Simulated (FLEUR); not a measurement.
# How the volume moves the moments of CrO2

Wanted: the trend of the moments of CrO2 with the volume.

Program: FLEUR MaX-R8.1. Level of theory: LDA (VWN) with U = 3.5 eV on Cr d; all-electron FLAPW, Dirac cores, scalar-relativistic bands. Results are calculated unless marked as measured.

## (1) Starting point

Symmetry: P4_2/mnm, No. 136, tetragonal system. The conventional cell has a = 4.421 Å, b = 4.421 Å, c = 2.917 Å, α = 90.00°, β = 90.00°, γ = 90.00°. Nearest to Cr lie 6 O at 1.88 to 1.92 Å. Nearest to O lie 3 Cr at 1.88 to 1.92 Å. Farther neighbours and most contacts between anions are not listed.

Coordinates:

```
Cr O
1.0
     4.42100    0.00000    0.00000
     0.00000    4.42100    0.00000
     0.00000    0.00000    2.91700
Cr O
2 4
Cartesian
  0.0000 0.0000 0.0000
  2.2105 2.2105 1.4585
  1.3307 1.3307 0.0000
  0.8798 3.5412 1.4585
  3.0903 3.0903 0.0000
  3.5412 0.8798 1.4585
```

## (2) Factor 1, start ferro ++

The scan starts at the cell as given. A Hubbard U acts on the open shell, since semilocal functionals spread its electrons too much.

All lengths change alike; the factor is that of the volume. Atoms keep their fractional places. Spheres, Kmax and the mesh are the same at all points, the spheres being those of the tightest cell. inpgen writes inp.xml from crystal.txt; cutoffs, mixing, functional, smearing and local orbitals are then set in the file. The k list default-1 (kpts.xml, not shown) is a Γ-centred 8×8×8 mesh; where the ranks do not divide the number of points, some are split in two of half the weight.

File inp.xml:

```
<?xml version="1.0" encoding="UTF-8" standalone="no"?>
<fleurInput fleurInputVersion="0.39">
   <comment>
      CrO2
   </comment>
   <calculationSetup>
      <cutoffs Kmax="4.4" Gmax="13.2" GmaxXC="13.2" numbands="0"/>
      <scfLoop itmax="110" minDistance="0.0001" maxIterBroyd="15" imix="Anderson" alpha="0.05" precondParam="0.0" spinf="2.0" sdNocoIR="T"/>
      <coreElectrons ctail="T" frcor="F" kcrel="0" coretail_lmax="0"/>
      <xcFunctional name="vwn" relativisticCorrections="F"/>
      <magnetism jspins="2"/>
      <soc l_soc="F" theta="0.0" phi="0.0" spav="F"/>
      <expertModes spex="0" secvar="F"/>
      <geometryOptimization l_f="F" forcealpha="1.0" forcemix="BFGS" epsdisp="0.00001" epsforce="0.00001"/>
      <ldaU l_linMix="F" mixParam="0.05" spinf="1.0"/>
   </calculationSetup>
   <cell>
      <bzIntegration valenceElectrons="52.0" mode="hist" fermiSmearingEnergy="0.00183747">
         <kPointListSelection listName="default-1"/>
         <xi:include xmlns:xi="http://www.w3.org/2001/XInclude" href="kpts.xml"> </xi:include>
      </bzIntegration>
      <xi:include xmlns:xi="http://www.w3.org/2001/XInclude" href="sym.xml"> </xi:include>
      <bulkLattice scale="1.0">
         <bravaisMatrix>
            <row-1>    8.3544791968565999     0.0000000000000000     0.0000000000000000</row-1>
            <row-2>    0.0000000000000000     8.3544791968565999     0.0000000000000000</row-2>
            <row-3>    0.0000000000000000     0.0000000000000000     5.5123311054581992</row-3>
         </bravaisMatrix>
      </bulkLattice>
   </cell>
   <atomSpecies>
      <species name="Chromium (3.000" element="Cr" atomicNumber="24">
         <mtSphere radius="2.15" gridPoints="711" logIncrement="0.017"/>
         <atomicCutoffs lmax="8" lnonsphr="6"/>
         <electronConfig flipSpins="F">
            <coreConfig>(1s1/2) (2s1/2) (2p1/2) (2p3/2)</coreConfig>
            <valenceConfig>(3s1/2) (3p1/2) (3p3/2) (4s1/2) (3d3/2) (3d5/2)</valenceConfig>
            <stateOccupation state="(4s1/2)" spinUp="0.5" spinDown="0.5"/>
            <stateOccupation state="(3d3/2)" spinUp="1.0" spinDown="1.0"/>
            <stateOccupation state="(3d5/2)" spinUp="3.0" spinDown="0.0"/>
         </electronConfig>
         <energyParameters s="4" p="4" d="3" f="4"/>
         <ldaU l="2" U="3.5" J="0.0" l_amf="F"/>
         <lo type="SCLO" l="0" n="3" eDeriv="0"/>
         <lo type="SCLO" l="1" n="3" eDeriv="0"/>
      </species>
      <species name="Oxygen (O)" element="O" atomicNumber="8">
         <mtSphere radius="1.21" gridPoints="401" logIncrement="0.026"/>
         <atomicCutoffs lmax="6" lnonsphr="4"/>
         <electronConfig flipSpins="F">
            <coreConfig>(1s1/2)</coreConfig>
            <valenceConfig>(2s1/2) (2p1/2) (2p3/2)</valenceConfig>
            <stateOccupation state="(2p1/2)" spinUp="0.666667" spinDown="0.666667"/>
            <stateOccupation state="(2p3/2)" spinUp="1.333333" spinDown="1.333333"/>
         </electronConfig>
         <energyParameters s="2" p="2" d="3" f="4"/>
      </species>
   </atomSpecies>
   <atomGroups>
      <atomGroup species="Chromium (3.000">
         <relPos label="                   1">.0000000000 .0000000000 .0000000000</relPos>
         <relPos label="                   2">1.000/2.000 1.000/2.000 1.000/2.000</relPos>
         <force calculate="T" relaxXYZ="TTT"/>
      </atomGroup>
      <atomGroup species="Oxygen (O)">
         <relPos label="                   3">.3010000000 .3010000000 .0000000000</relPos>
         <relPos label="                   4">.1990000000 -.1990000000 1.000/2.000</relPos>
         <relPos label="                   5">-.3010000000 -.3010000000 .0000000000</relPos>
         <relPos label="                   6">-.1990000000 .1990000000 1.000/2.000</relPos>
         <force calculate="T" relaxXYZ="TTT"/>
      </atomGroup>
   </atomGroups>
   <output dos="F" band="F" slice="F">
      <bandDOS minEnergy="-.5*Htr" maxEnergy="0.5*Htr" sigma="0.015" storeEVData="T"/>
      <plotting iplot="0" polar="F">
         <plot TwoD="T" vec1="  1.0  0.0  0.0" vec2="  0.0  1.0  0.0" vec3="  0.0  0.0  1.0" zero="  0.0  0.0  0.0" file="plot"/>
      </plotting>
      <moessbauerParams electricFieldGradient="F" isomerShift="F" coreHyperfine="F" valenceHyperfine="F"/>
   </output>
</fleurInput>
```

File crystal.txt:

```
CrO2
&input film=F cartesian=F /
4.42100000000  0.00000000000  0.00000000000
0.00000000000  4.42100000000  0.00000000000
0.00000000000  0.00000000000  2.91700000000
1.8897261246
1.0 1.0 1.0

6
24 0.00000000000  0.00000000000  0.00000000000 : 3.000
24 0.50000000000  0.50000000000  0.50000000000 : 3.000
8 0.30100000000  0.30100000000  0.00000000000
8 0.19900000000  0.80100000000  0.50000000000
8 0.69900000000  0.69900000000  0.00000000000
8 0.80100000000  0.19900000000  0.50000000000

&kpt div1=8 div2=8 div3=8 gamma=T /
```

The run is started by

```bash
OMP_NUM_THREADS=1 inpgen -f crystal.txt > inpgen.log  # inp.xml is then edited as shown
OMP_NUM_THREADS=1 mpirun -n 4 fleur_MPI > fleur.log
```

What it wrote:

```text
Welcome to FLEUR        (www.flapw.de)
      MaX-Release 8.1          (www.max-centre.eu)

 ========== k-point set info ==========
 Selected k-point list: default-1
 k-point list type: mesh
 0 x 0 x 0
 Number of k points: 76

 ------------Calculation Setup---------------------------
 Number of MPI-tasks      :            4
 Number of PE/node        :            4
 Number of OMP-threads    :            1
 k-points in parallel     :            4
 pe's per k-point         :            1
 No of k-point loops      :           19
 Eigenvalue solver        :       lapack
 Number of basis functions:          608
 Approximate size of matrices (H+S) per k-point:         0.006 GB
 --------------------------------------------------------
 no density matrix found ... skipping LDA+U
 Reset of history
 Iteration:     1   Distance:      49.54895635 me/bohr^3
 Iteration:     2   Distance:      44.59228557 me/bohr^3
 Iteration:     3   Distance:      37.89779218 me/bohr^3
 Iteration:     4   Distance:      16.33211495 me/bohr^3
 Iteration:     5   Distance:      23.98309614 me/bohr^3
 Iteration:     6   Distance:      10.90866333 me/bohr^3
 Iteration:     7   Distance:       5.58402819 me/bohr^3
 Iteration:     8   Distance:       7.17415487 me/bohr^3
 Iteration:     9   Distance:       1.69287625 me/bohr^3
 Iteration:    10   Distance:       0.69938031 me/bohr^3
 Iteration:    11   Distance:       0.60214989 me/bohr^3
 Iteration:    12   Distance:       0.22011662 me/bohr^3
 Iteration:    13   Distance:       0.15486321 me/bohr^3
 Iteration:    14   Distance:       0.05933226 me/bohr^3
 Iteration:    15   Distance:       0.05341121 me/bohr^3
 Iteration:    16   Distance:       0.03253813 me/bohr^3
 Iteration:    17   Distance:       0.02383753 me/bohr^3
 Iteration:    18   Distance:       0.01257320 me/bohr^3
 Iteration:    19   Distance:       0.00746206 me/bohr^3
 Iteration:    20   Distance:       0.00461899 me/bohr^3
 Iteration:    21   Distance:       0.00273482 me/bohr^3
 Iteration:    22   Distance:       0.00119745 me/bohr^3
 Iteration:    23   Distance:       0.00016138 me/bohr^3
 Iteration:    24   Distance:       0.00019843 me/bohr^3
 Iteration:    25   Distance:       0.00007002 me/bohr^3

 ********************************************************************
 Run finished successfully
 Stop message:
   all done
 ********************************************************************

--- out.xml (last complete iteration) ---
<iteration numberForCurrentRun="   25" overallNumber="   25">
         [... left out ...]
         <bandgap value="0.0803722837" units="eV"/>
         <sumValenceSingleParticleEnergies value="-25.3123312420" units="Htr"/>
         <FermiEnergy value="0.2550834840" units="Htr"/>
         <valenceDensity>
            <mtCharges spin="1">
               <mtCharge atomType="1" total="7.2120652" s="1.1219432" p="3.1572291" d="2.8700248" f="0.0482741"/>
               <mtCharge atomType="2" total="1.7932574" s="0.5800625" p="1.2105137" d="0.0023506" f="0.0002850"/>
            </mtCharges>
            <mtCharges spin="2">
               <mtCharge atomType="1" total="5.0147492" s="1.1071761" p="3.1394796" d="0.7046072" f="0.0476741"/>
               <mtCharge atomType="2" total="1.9065464" s="0.5853832" p="1.3200254" d="0.0009605" f="0.0001495"/>
            </mtCharges>
            <spinDependentCharge spin="1" total="28.0000000" interstitial="6.4028399" mtSpheres="21.5971601"/>
            <spinDependentCharge spin="2" total="24.0000000" interstitial="6.3443162" mtSpheres="17.6556838"/>
            <totalCharge value="52.0000000000"/>
         </valenceDensity>
         [... left out ...]
         <magneticMomentsInMTSpheres units="muBohr">
            <globalMagMoment atomType="1" vec="0.00000   0.00000   2.19732"/>
            <localMagMoment atomType="1" vec="0.00000   0.00000   2.19732"/>
            <globalMagMoment atomType="2" vec="0.00000   0.00000  -0.11329"/>
            <localMagMoment atomType="2" vec="0.00000   0.00000  -0.11329"/>
         </magneticMomentsInMTSpheres>
         [... left out ...]
         <totalEnergy value="    -2396.7763381469" units="Htr">
            <sumOfEigenvalues value="    -1372.3798734948">
               <coreElectrons value="-1347.0675422528"/>
               <valenceElectrons value="-25.3123312420"/>
            </sumOfEigenvalues>
            <densityCoulombPotentialIntegral value="-3623.9400183608"/>
            <densityEffectivePotentialIntegral value="-3790.0025873742"/>
            <chargeDenXCDenIntegral value="-125.6159826561"/>
            <FockExchangeEnergyValence value="0.0000000000"/>
            <FockExchangeEnergyCore value="0.0000000000"/>
         [... left out ...]
            <dftUCorrection value="-0.2647647125"/>
            <tkbTimesEntropy value="0.0001934121"/>
            <freeEnergy value="-2396.7765315590"/>
            <extrapolationTo0K value="-2396.7764348530"/>
         </totalEnergy>
         [... left out ...]
         <ldaUDensityMatrixConvergence>
            <distance spin="1" distance="0.000003"/>
            <distance spin="2" distance="0.000001"/>
         </ldaUDensityMatrixConvergence>
         <densityConvergence units="me/bohr^3">
            <chargeDensity spin="1" distance="0.0000547267"/>
            <chargeDensity spin="2" distance="0.0000209748"/>
            <overallChargeDensity distance="0.0000700192"/>
            <spinDensity distance="0.0000443533"/>
         </densityConvergence>
      </iteration>
```

The job ended after 2.1 min (4 MPI ranks of Arm Neoverse V1, shared host; peak memory 0.28 GiB; 8.3 min of CPU time).

Spin moment in the muffin-tin sphere by atom:

```tsv
atom	spin moment in the muffin-tin sphere (μB)
Cr1	2.20
Cr2	2.20
O3	-0.11
O4	-0.11
O5	-0.11
O6	-0.11
```

Read from the output:

```yaml
free_energy: -65219.6119 eV
program_s_band_gap_on_this_mesh_in_a_metal_only_a_level_spacing: 0.08037 eV
magnetization: 4 μB
final_state: ferromagnetic, with opposed induced moments
```

After 25 cycles the largest moment stands at 2.20 μB.

## (3) Factor 1, start antiferro +-

Changes to inp.xml since step 2:

```diff
@@ -46,2 +46,17 @@
       </species>
+      <species name="Chromium (-3.000" element="Cr" atomicNumber="24">
+         <mtSphere radius="2.15" gridPoints="711" logIncrement="0.017"/>
+         <atomicCutoffs lmax="8" lnonsphr="6"/>
+         <electronConfig flipSpins="F">
+            <coreConfig>(1s1/2) (2s1/2) (2p1/2) (2p3/2)</coreConfig>
+            <valenceConfig>(3s1/2) (3p1/2) (3p3/2) (4s1/2) (3d3/2) (3d5/2)</valenceConfig>
+            <stateOccupation state="(4s1/2)" spinUp="0.5" spinDown="0.5"/>
+            <stateOccupation state="(3d3/2)" spinUp="1.0" spinDown="1.0"/>
+            <stateOccupation state="(3d5/2)" spinUp="0.0" spinDown="3.0"/>
+         </electronConfig>
+         <energyParameters s="4" p="4" d="3" f="4"/>
+         <ldaU l="2" U="3.5" J="0.0" l_amf="F"/>
+         <lo type="SCLO" l="0" n="3" eDeriv="0"/>
+         <lo type="SCLO" l="1" n="3" eDeriv="0"/>
+      </species>
       <species name="Oxygen (O)" element="O" atomicNumber="8">
@@ -61,2 +76,5 @@
          <relPos label="                   1">.0000000000 .0000000000 .0000000000</relPos>
+         <force calculate="T" relaxXYZ="TTT"/>
+      </atomGroup>
+      <atomGroup species="Chromium (-3.000">
          <relPos label="                   2">1.000/2.000 1.000/2.000 1.000/2.000</relPos>
@@ -66,4 +84,7 @@
          <relPos label="                   3">.3010000000 .3010000000 .0000000000</relPos>
+         <relPos label="                   5">-.3010000000 -.3010000000 .0000000000</relPos>
+         <force calculate="T" relaxXYZ="TTT"/>
+      </atomGroup>
+      <atomGroup species="Oxygen (O)">
          <relPos label="                   4">.1990000000 -.1990000000 1.000/2.000</relPos>
-         <relPos label="                   5">-.3010000000 -.3010000000 .0000000000</relPos>
          <relPos label="                   6">-.1990000000 .1990000000 1.000/2.000</relPos>
```

Changes to crystal.txt since step 2:

```diff
@@ -10,3 +10,3 @@
 24 0.00000000000  0.00000000000  0.00000000000 : 3.000
-24 0.50000000000  0.50000000000  0.50000000000 : 3.000
+24 0.50000000000  0.50000000000  0.50000000000 : -3.000
 8 0.30100000000  0.30100000000  0.00000000000
```

What it wrote:

```text
[banner, memory and clock lines left out]
Welcome to FLEUR        (www.flapw.de)
      MaX-Release 8.1          (www.max-centre.eu)

 ========== k-point set info ==========
 Selected k-point list: default-1
 k-point list type: mesh
 0 x 0 x 0
 Number of k points: 108

 [... set-up left out ...]
 no density matrix found ... skipping LDA+U
 Reset of history
 Iteration:     1   Distance:      50.20960719 me/bohr^3
 Iteration:     2   Distance:      44.97655503 me/bohr^3
 Iteration:     3   Distance:      38.27240655 me/bohr^3
 Iteration:     4   Distance:      29.14912357 me/bohr^3
 Iteration:     5   Distance:      31.14577862 me/bohr^3
 Iteration:     6   Distance:      28.54787781 me/bohr^3
 Iteration:     7   Distance:      30.75034341 me/bohr^3
 Iteration:     8   Distance:      37.52280718 me/bohr^3
[... lines left out ...]
[... 19 iterations left out ...]
[... lines left out ...]
 Iteration:    34   Distance:       0.00154527 me/bohr^3
 Iteration:    35   Distance:       0.00102975 me/bohr^3
 Iteration:    36   Distance:       0.00085855 me/bohr^3
 Iteration:    37   Distance:       0.00060663 me/bohr^3
 Iteration:    38   Distance:       0.00012589 me/bohr^3
 Iteration:    39   Distance:       0.00005635 me/bohr^3

 ********************************************************************
 Run finished successfully
 Stop message:
   all done
 ********************************************************************

--- out.xml (last complete iteration) ---
<iteration numberForCurrentRun="   39" overallNumber="   39">
         [... left out ...]
         <bandgap value="0.0281873814" units="eV"/>
         <sumValenceSingleParticleEnergies value="-25.3895058503" units="Htr"/>
         <FermiEnergy value="0.2575938105" units="Htr"/>
         [... left out ...]
         <magneticMomentsInMTSpheres units="muBohr">
            <globalMagMoment atomType="1" vec="0.00000   0.00000   1.92915"/>
            <globalMagMoment atomType="2" vec="0.00000   0.00000  -1.92915"/>
            <globalMagMoment atomType="3" vec="0.00000   0.00000  -0.01004"/>
            <globalMagMoment atomType="4" vec="0.00000   0.00000   0.01004"/>
         </magneticMomentsInMTSpheres>
         [... left out ...]
         <totalEnergy value="    -2396.7624895195" units="Htr">
            <sumOfEigenvalues value="    -1372.5870529657">
               <coreElectrons value="-1347.1975471154"/>
               <valenceElectrons value="-25.3895058503"/>
            </sumOfEigenvalues>
         [... left out ...]
            <freeEnergy value="-2396.7627735680"/>
            <extrapolationTo0K value="-2396.7626315437"/>
         </totalEnergy>
         [... left out ...]
         <ldaUDensityMatrixConvergence>
            <distance spin="1" distance="0.000005"/>
            <distance spin="2" distance="0.000005"/>
         </ldaUDensityMatrixConvergence>
         <densityConvergence units="me/bohr^3">
            <chargeDensity spin="1" distance="0.0000335189"/>
            <chargeDensity spin="2" distance="0.0000338418"/>
            <overallChargeDensity distance="0.0000369046"/>
            <spinDensity distance="0.0000563527"/>
         </densityConvergence>
      </iteration>
```

Wall time 4.9 min (4 MPI ranks); peak memory 0.33 GiB.

Spin moment in the muffin-tin sphere by atom:

```tsv
atom	spin moment in the muffin-tin sphere (μB)
Cr1	1.93
Cr2	-1.93
O3	-0.01
O4	0.01
O5	-0.01
O6	0.01
```

This step gave:

* free energy: -65219.2376 eV
* program's band gap on this mesh (in a metal only a level spacing): 0.02819 eV
* magnetization: 0 μB
* final state: antiferromagnetic

After 39 cycles the largest moment stands at 1.93 μB.

(Continued in part 2 of 2.)

[Logs and program files are shortened in this print: banners, set-up blocks, solver, clock and traceback lines can be left out without a mark of their own.]

[Logs are printed without paths, hosts, clocks, repeated set-up lines and the standing remarks that a program may print on its own settings, such as how far it seeks lower states.]

[Hosts, paths, dates, database ids (printed as entryN), source tags and the programs' standing remarks are cut or masked in the printed files.]

[Where a cell is said to come from a database of computed structures, the database is the Materials Project.]
